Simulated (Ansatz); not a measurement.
# HfCdS3 (model cell, started as cubic perovskite with Hf in the octahedra): a soft mode frozen in

Wanted: the energy along a soft mode of HfCdS3 (model cell, started as cubic perovskite with Hf in the octahedra) and the structure at the end.

Main program and level: Ansatz 0.2.0; DFT PBEsol, scalar-relativistic, plane waves, PAW; PAW set soft_1.

This is a report of a sequence of runs, with most program output left out.

The structure was built from a prototype and need not be the compound's stable phase.

### Step 1. The structure

The structure is cubic, space group Pm-3m (No. 221). Conventional cell: a = 4.884 Å, b = 4.884 Å, c = 4.884 Å, α = 90.00°, β = 90.00°, γ = 90.00°. Cd has 12 S at 3.45 Å nearest. Hf has 6 S at 2.44 Å nearest. Nearest to S lie 2 Hf at 2.44 Å. Farther neighbours and most contacts between anions are not listed.

### Step 2. Response at finite wavevector

The cell comes from relaxations at this level that are not shown. Stability and thermal properties need the whole zone. Linear response on a 2×2×2 q mesh gives force constants as far as a supercell of that size would.

Input file input.yaml:

```yaml
crystal:
  lattice:
    - [4.883728423, 0.0, 0.0]
    - [0.0, 4.883728423, 0.0]
    - [0.0, 0.0, 4.883728423]
  atoms:
    - { symbol: Cd, position: [0.0, 0.0, 0.0] }
    - { symbol: Hf, position: [0.5, 0.5, 0.5] }
    - { symbol: S, position: [0.5, 0.5, 0.0] }
    - { symbol: S, position: [0.5, 0.0, 0.5] }
    - { symbol: S, position: [0.0, 0.5, 0.5] }
kpoints:
  mp_grid: { grid: [8, 8, 8] }
hamiltonian:
  xc: pbesol
  pseudopotentials: { kind: paw, azcp: { folder: soft_1 }, xc_functional: pbe }
scf:
  occupations: { method: methfessel_paxton, width: 0.2 }
output:
  eigenvalues: true
phonons:
  method: dfpt
  qmesh: [2, 2, 2]
  temperatures: { t_max: 1000, t_step: 50 }
  qpath:
    path:
      - [[0.0, 0.0, 0.0], [0.0, 0.5, 0.0], [0.5, 0.5, 0.0], [0.0, 0.0, 0.0], [0.5, 0.5, 0.5], [0.0, 0.5, 0.0]]
      - [[0.5, 0.5, 0.5], [0.5, 0.5, 0.0]]
    npoints: 10
```

Command:

```bash
$ ansatz run input.yaml --threads 4 --pin off --max-ram 16384MiB --backend cpu --events-out ev --progress --plain --runs-dir out
```

The job ended after 5.2 min (4 threads of Arm Neoverse V2, shared host; peak memory 1.6 GiB).

This step gave:

```
volume per atom                                         : 23.30 Å³
gap on the k-mesh                                       : 0 eV
sum-rule residual before enforcement                    : 3.36e-5 eV/Å²
lowest frequency on the path                            : -192.1 cm⁻¹
point group                                             : m-3m
highest frequency on the path or at a solved wavevector : 476.4 cm⁻¹
highest optical mode at the zone centre (no LO-TO term) : 364.5 cm⁻¹
lowest optical zone-centre mode                         : -134.9 cm⁻¹
lowest mode on the q mesh (acoustic modes at Γ apart)   : -192.1 cm⁻¹
```

Frequencies (cm⁻¹) solved at each irreducible wavevector; negative means imaginary. Frequencies by wavevector, by row:

```
q in reciprocal lattice units  star  mode 1  mode 2  mode 3  mode 4  mode 13  mode 14  mode 15
                        0 0 0     1  -134.9  -134.9  -134.9  -112.3    364.5    364.5    364.5
                     0 0 -0.5     3  -127.5  -113.2  -113.2   -70.8    366.6    366.6    426.4
                  0 -0.5 -0.5     3  -192.1   -96.3   -96.3   -64.2    369.7    379.5    456.5
               -0.5 -0.5 -0.5     1  -188.8  -188.8  -188.8   -64.7    377.6    377.6    476.4
```

Interpolated from a 2×2×2 q mesh. The phonon branches at the labelled points (cm⁻¹):

```
    point  branch 1  branch 2  branch 3  branch 4  branch 12  branch 13  branch 14  branch 15
        Γ      -135      -135      -135      -112          0        364        364        364
  halfway      -131      -121      -121       -92        103        366        366        395
        X      -128      -113      -113       -71        146        367        367        426
  halfway      -164      -101       -96       -67        145        368        376        438
        M      -192       -96       -96       -64        144        370        380        456
  halfway      -150      -104      -104       -85        104        367        374        413
        Γ      -135      -135      -135      -112          0        364        364        364
  halfway      -153      -137      -137       -71        109        374        374        429
        R      -189      -189      -189       -65        157        378        378        476
  halfway      -165      -152      -139       -69        146        374        377        449
        X      -128      -113      -113       -71        146        367        367        426
jump to R      -189      -189      -189       -65        157        378        378        476
  halfway      -190      -156      -156       -66        146        376        379        465
        M      -192       -96       -96       -64        144        370        380        456
```

Symmetry leaves 4 wavevectors to solve. The lowest mode among them, the acoustic zeros apart, lies at q = (0, -0.5, -0.5) and is imaginary, 192.1i cm⁻¹, so the energy falls along it.

### Step 3. The mode frozen in, largest atomic shift 0 Å

The mode followed lies at q = (-0.5, -0.5, -0.5) with frequency 188.8i cm⁻¹ and is 3-fold degenerate, one of the unstable modes though not the softest. At small amplitude the distorted cell has space group no. 140 by a symmetry search on the positions. The undistorted cell that holds it gives the zero of energy on the same k mesh.

System of this step: HfCdS3 (model cell, started as cubic perovskite with Hf in the octahedra). Symmetry: Pm-3m, No. 221, cubic system. The conventional cell has a = 4.884 Å, b = 4.884 Å, c = 4.884 Å, α = 90.00°, β = 90.00°, γ = 90.00°. Nearest to Cd lie 12 S at 3.45 Å. Nearest to Hf lie 6 S at 2.44 Å. S has 2 Hf at 2.44 Å nearest. Farther neighbours and most contacts between anions are not listed.

input.yaml, the sections that differ from step 2:

```yaml
crystal:
  lattice:
    - [4.883728423, 4.883728423, 0.0]
    - [4.883728423, 0.0, 4.883728423]
    - [4.883728423, 0.0, -4.883728423]
  atoms:
    - { symbol: Cd, position: [0.0, 0.0, 0.0] }
    - { symbol: Cd, position: [0.0, 0.5, 0.5] }
    - { symbol: Hf, position: [0.5, 0.25, 0.75] }
    - { symbol: Hf, position: [0.5, 0.75, 0.25] }
    - { symbol: S, position: [0.5, 0.0, 1.0] }
    - { symbol: S, position: [0.5, 0.5, 0.5] }
    - { symbol: S, position: [0.0, 0.5, 0.0] }
    - { symbol: S, position: [0.0, 0.0, 0.5] }
    - { symbol: S, position: [0.5, 0.5, 0.0] }
    - { symbol: S, position: [0.5, 0.0, 0.5] }
output:
  forces: true
  stress: true
  eigenvalues: true
# kpoints, hamiltonian, scf: as in step 2
# phonons: removed
```

It took 7.8 s on 4 threads; peak memory 0.91 GiB; 30 s of CPU time.

This step gave:

| Quantity | Value |
| --- | --- |
| pressure | -0.01878 GPa |
| energy from the undistorted cell | 0 meV/atom |

The run ends at a pressure of -0.02 GPa.

### Step 4. The mode frozen in, largest atomic shift 0.6 Å

The atoms are moved along the unstable eigenvector, the largest shift by 0.6 Å, with the cell fixed.

input.yaml, the sections that differ from step 3:

```yaml
crystal:
  lattice:
    - [4.883728423, 4.883728423, 0.0]
    - [4.883728423, 0.0, 4.883728423]
    - [4.883728423, 0.0, -4.883728423]
  atoms:
    - { symbol: Cd, position: [0.0, 0.0, 0.0] }
    - { symbol: Cd, position: [0.0, 0.5, 0.5] }
    - { symbol: Hf, position: [0.5, 0.25, 0.75] }
    - { symbol: Hf, position: [0.5, 0.75, 0.25] }
    - { symbol: S, position: [0.5, 0.0614284772, 1.0614284772] }
    - { symbol: S, position: [0.5, 0.4385715228, 0.4385715228] }
    - { symbol: S, position: [0.0, 0.5, 0.0] }
    - { symbol: S, position: [0.0, 0.0, 0.5] }
    - { symbol: S, position: [0.5, 0.5614284772, -0.0614284772] }
    - { symbol: S, position: [0.5, -0.0614284772, 0.5614284772] }
# kpoints, hamiltonian, scf, output: as in step 3
```

Run time: 15 s. Hardware: 4 threads; peak memory 1.2 GiB; 60 s of CPU time.

Numbers from this step:

- pressure: -3.553 GPa
- energy from the undistorted cell: -198.5 meV/atom

The energy, extrapolated to zero smearing, is -198.54 meV/atom against the undistorted cell.

The run ends at a pressure of -3.55 GPa, with forces up to 1.1 eV/Å.

### Step 5. Energy along the mode, all amplitudes (two of the runs are shown above)

An imaginary frequency means negative curvature, so the energy should fall and then rise again as anharmonic terms take over.

This step gave:

| Quantity | Value |
| --- | --- |
| depth at the lowest point sampled | 198.5 meV/atom |
| largest atomic shift at that point | 0.6 Å |

Table of energy from the parent by largest atomic shift:

```
largest atomic shift (Å)  energy from the parent (meV/atom)
                   0.000                                  0
                   0.040                              -1.34
                   0.080                              -5.37
                   0.140                              -16.2
                   0.220                              -37.9
                   0.320                              -73.1
                   0.450                               -129
                   0.600                               -199
```

Displacement at unit largest shift by atom:

```
atom  x (Å)  y (Å)  z (Å)  size
 Cd1   0.00   0.00   0.00  0.00
 Cd2   0.00   0.00   0.00  0.00
 Hf3   0.00   0.00   0.00  0.00
 Hf4   0.00   0.00   0.00  0.00
  S5   1.00   0.00   0.00  1.00
  S6  -1.00   0.00   0.00  1.00
  S7   0.00   0.00   0.00  0.00
  S8   0.00   0.00   0.00  0.00
  S9   0.00   0.00   1.00  1.00
 S10   0.00   0.00  -1.00  1.00
```

The lowest of the steps tried is the last one, at 0.6 Å, 199 meV/atom below the parent; the bottom of the well need not coincide with a step.

### Step 6. Relaxation from the frozen mode

Starting from the lowest point found, all atoms and the cell are let go, so that strain and other modes of the same symmetry can join in.

input.yaml: that of step 4 with these lines changed.

```diff
@@ -27 +27,6 @@
   eigenvalues: true
+relax:
+  adjacent_minimum: "off"
+  f_tol: 0.002
+  max_steps: 120
+  cell: { stress_tol: 0.03 }
```

It took 1.8 min on 4 threads; peak memory 1.2 GiB.

Step by step:

```
step  energy less that of the first step (eV)  largest force component (eV/Å)  pressure (GPa)  volume (Å³)
   1                                   0.0000                          1.0553           -3.55       232.96
   2                                  -0.8078                          0.4389           -1.29       221.34
   3                                  -0.8299                          0.5355            0.21       216.14
   4                                  -0.8932                          0.0827            0.39       216.61
   5                                  -0.8973                          0.0066           -0.04       217.09
   6                                  -0.8974                          0.0004            0.01       216.99
  7*                                  -0.8944                          0.0007            0.00       216.99
```

Relaxation steps marked * repeat the geometry before them on a plane-wave basis chosen anew for their cell, so energy and pressure can jump there.

Forces are held to the 16 operations that the run works with; a distortion that breaks them can't arise in this run.

```
conventional cell, symmetrised  before  after  change
                         a (Å)   6.907  6.753  -2.2 %
                         b (Å)   6.907  6.753  -2.2 %
                         c (Å)   9.767  9.518  -2.6 %
              volume (Å³/atom)   23.30  21.70  -6.9 %
```

The atoms that moved most (Å, as changes of fractional coordinates times the final cell):

```
atom      dx     dy      dz  length
  S9   0.000  0.000   0.264   0.264
 S10   0.000  0.000  -0.264   0.264
  S5   0.264  0.000   0.000   0.264
  S6  -0.264  0.000   0.000   0.264
```

This step gave:

| Item | Value |
| --- | --- |
| pressure | 0.002878 GPa |
| volume per atom | 21.70 Å³ |
| gap on the k-mesh | 0.03966 eV |

The distorted start has space group I4/mcm; the relaxation ends in I4/mcm.

### Step 7. The new phase in its own primitive cell

The relaxed structure is symmetrised, reduced to its primitive cell and relaxed tightly, as its phonons need.

input.yaml, the sections that differ from step 6:

```yaml
crystal:
  lattice:
    - [-3.3762888222, 3.3762888222, 4.7588159275]
    - [3.3762888222, -3.3762888222, 4.7588159275]
    - [3.3762888222, 3.3762888222, -4.7588159275]
  atoms:
    - { symbol: Cd, position: [0.75, 0.25, 0.5] }
    - { symbol: Cd, position: [0.25, 0.75, 0.5] }
    - { symbol: Hf, position: [0.5, 0.5, 0.0] }
    - { symbol: Hf, position: [0.0, 0.0, 0.0] }
    - { symbol: S, position: [0.8390821513, 0.6609178487, 0.5] }
    - { symbol: S, position: [0.1609178487, 0.3390821513, 0.5] }
    - { symbol: S, position: [0.75, 0.75, 0.0] }
    - { symbol: S, position: [0.25, 0.25, 0.0] }
    - { symbol: S, position: [0.6609178487, 0.1609178487, 0.8218356975] }
    - { symbol: S, position: [0.3390821513, 0.8390821513, 0.1781643025] }
relax:
  adjacent_minimum: "off"
  f_tol: 0.001
  max_steps: 60
  cell: { stress_tol: 0.01 }
# kpoints, hamiltonian, scf, output: as in step 6
```

Run time: 34 s. Hardware: 4 threads; peak memory 1.1 GiB; 2.3 min of CPU time.

Little changed from the start: no atom moved by 0.005 Å and no cell edge by 0.1 %.

Numbers from this step:

```yaml
pressure: 0.002877 GPa
direct_gap_on_mesh: 0.03966 eV
```

The largest force component left is 0.48 meV/Å and the pressure is 0.003 GPa, within the tolerances set. The cell now holds 21.70 Å³/atom.

### Step 8. Modes of the new phase

A relaxed structure may still be a saddle point, so its zone-centre modes are computed. No field response is asked, and the gap on the mesh is small against the smearing.

input.yaml: that of step 7 with these lines changed.

```diff
@@ -14,3 +14,3 @@
     - { symbol: S, position: [0.25, 0.25, 0.0] }
-    - { symbol: S, position: [0.6609178487, 0.1609178487, 0.8218356975] }
+    - { symbol: S, position: [0.6609178487, 0.1609178487, 0.8218356974] }
     - { symbol: S, position: [0.3390821513, 0.8390821513, 0.1781643025] }
@@ -24,9 +24,4 @@
 output:
-  forces: true
-  stress: true
   eigenvalues: true
-relax:
-  adjacent_minimum: "off"
-  f_tol: 0.001
-  max_steps: 60
-  cell: { stress_tol: 0.01 }
+phonons:
+  method: dfpt
```

Run time: 26 min. Hardware: 4 threads; peak memory 9.3 GiB; 1.7 h of CPU time.

Numbers from this step:

- sum-rule residual before enforcement: 4.35e-5 eV/Å²
- point group: 4/mmm
- highest optical mode at the zone centre (no LO-TO term): 471.0 cm⁻¹
- lowest optical zone-centre mode: -164.2 cm⁻¹

Patterns of degenerate modes are one choice out of their space. The modes at Γ (shares of kinetic energy by element, %) (negative means imaginary):

```
mode  frequency (cm⁻¹)  symmetry  Cd %  Hf %  S %
   1            -164.2        Eg     0     0  100
   2            -164.2        Eg     0     0  100
   3             -94.5        Eu    11     5   84
   4             -94.5        Eu    11     5   84
   5             -23.3        Eg    99     0    1
   6             -23.3        Eg    99     0    1
   7               0.0  acoustic    29    46   25
   8               0.0  acoustic    29    46   25
   9               0.0  acoustic    29    46   25
  10              15.6        Eu    53    41    7
  11              15.6        Eu    53    41    7
  12              41.0       A2u    53    41    7
  13              64.8       B2g    99     0    1
  14              97.2       A2u    18     5   76
  15             117.9        Eu     5    55   40
  16             117.9        Eu     5    55   40
  17             127.5        Eu     2    47   51
  18             127.5        Eu     2    47   51
  19             129.8       B1u     0     0  100
  20             170.8        Eg     1     0   99
  21             170.8        Eg     1     0   99
  22             198.6       A1u     0   100    0
  23             259.2       A1g     0     0  100
  24             272.8       B2g     1     0   99
  25             290.1        Eu     0     6   94
  26             290.1        Eu     0     6   94
  27             314.1       B1g     0     0  100
  28             331.8       A2g     0     0  100
  29             410.2       A2u     0     8   92
  30             471.0       A2g     0     0  100
```

Displacements in mode 1 (-164.2 cm⁻¹), the largest set to 1:
```
Cd1  0.00 -0.02  0.00
Cd2  0.00  0.02  0.00
Hf3  0.00  0.00  0.00
Hf4  0.00  0.00  0.00
S5   0.00  0.00 -0.72
S6   0.00  0.00  0.72
S7  -0.02  1.00  0.00
S8   0.02 -1.00  0.00
S9   0.00  0.00 -0.74
S10  0.00  0.00  0.74
```

Displacements in mode 19 (129.8 cm⁻¹), the largest set to 1:
```
Cd1  0.00  0.00  0.00
Cd2  0.00  0.00  0.00
Hf3  0.00  0.00  0.00
Hf4  0.00  0.00  0.00
S5   0.00  0.00 -1.00
S6   0.00  0.00 -1.00
S7   0.00  0.00  0.00
S8   0.00  0.00  0.00
S9   0.00  0.00  1.00
S10  0.00  0.00  1.00
```

Before it was imposed, the acoustic sum rule was missed by 4.3e-5 eV/Å². Small misses are needed for a sound result but don't prove that mesh and cutoff are converged. The lowest optical mode is imaginary, 164.2i cm⁻¹, so the energy falls along it.

### Step 9. Summary of results

- unstable mode of the parent: q = (-0.5, -0.5, -0.5), 189i cm⁻¹
- depth at the lowest point sampled: 199 meV/atom
- largest atomic shift at that point: 0.6 Å
- space group reached (within 0.01 Å): I4/mcm
- energy gained over the parent (first relaxation, on the mesh of the frozen mode): 288 meV/atom
- volume per atom, phase reached: 21.7 Å³
- gap on the k-mesh, phase reached: 0.0397 eV
- lowest optical zone-centre mode, phase reached: -164 cm⁻¹
- highest optical mode at the zone centre (no LO-TO term), phase reached: 471 cm⁻¹

**Reading.** Along this mode the structure falls into I4/mcm, 288 meV/atom below the parent. At the parent's cell the well is 198.5 meV/atom deep on the steps tried, with its lowest point at a shift of 0.6 Å. That is the last step tried, so the steps alone don't bracket the bottom of the well. Relaxing atoms and cell changes the gain by +89.26 meV/atom against the lowest step (energies at zero smearing). The new phase still has an imaginary mode at the zone centre of its cell, so it is a saddle point on the way to a lower structure. Of the 4 patterns followed to their end from this parent, this one ends 195 meV/atom above the lowest, R-3c. Each path keeps the symmetry of its pattern, so a lower phase may lie along a pattern not tried. With no gap, or one that is small against the smearing, the frequencies hang on the k mesh and the smearing, most of all near Kohn anomalies. A semilocal functional can close a gap that the real compound would have, so the metallic treatment may be an artefact of the level. Spin-orbit coupling is left out, which can matter for the heavy elements here. The PAW files were made for PBE and serve the other functionals too. The starting cell was built on a prototype and not taken from a measurement, so the phase need not exist.

[Logs are printed without paths, hosts, clocks, repeated set-up lines and the standing remarks that a program may print on its own settings, such as how far it seeks lower states.]

[Hosts, paths, dates, database ids (printed as entryN), source tags and the programs' standing remarks are cut or masked in the printed files.]
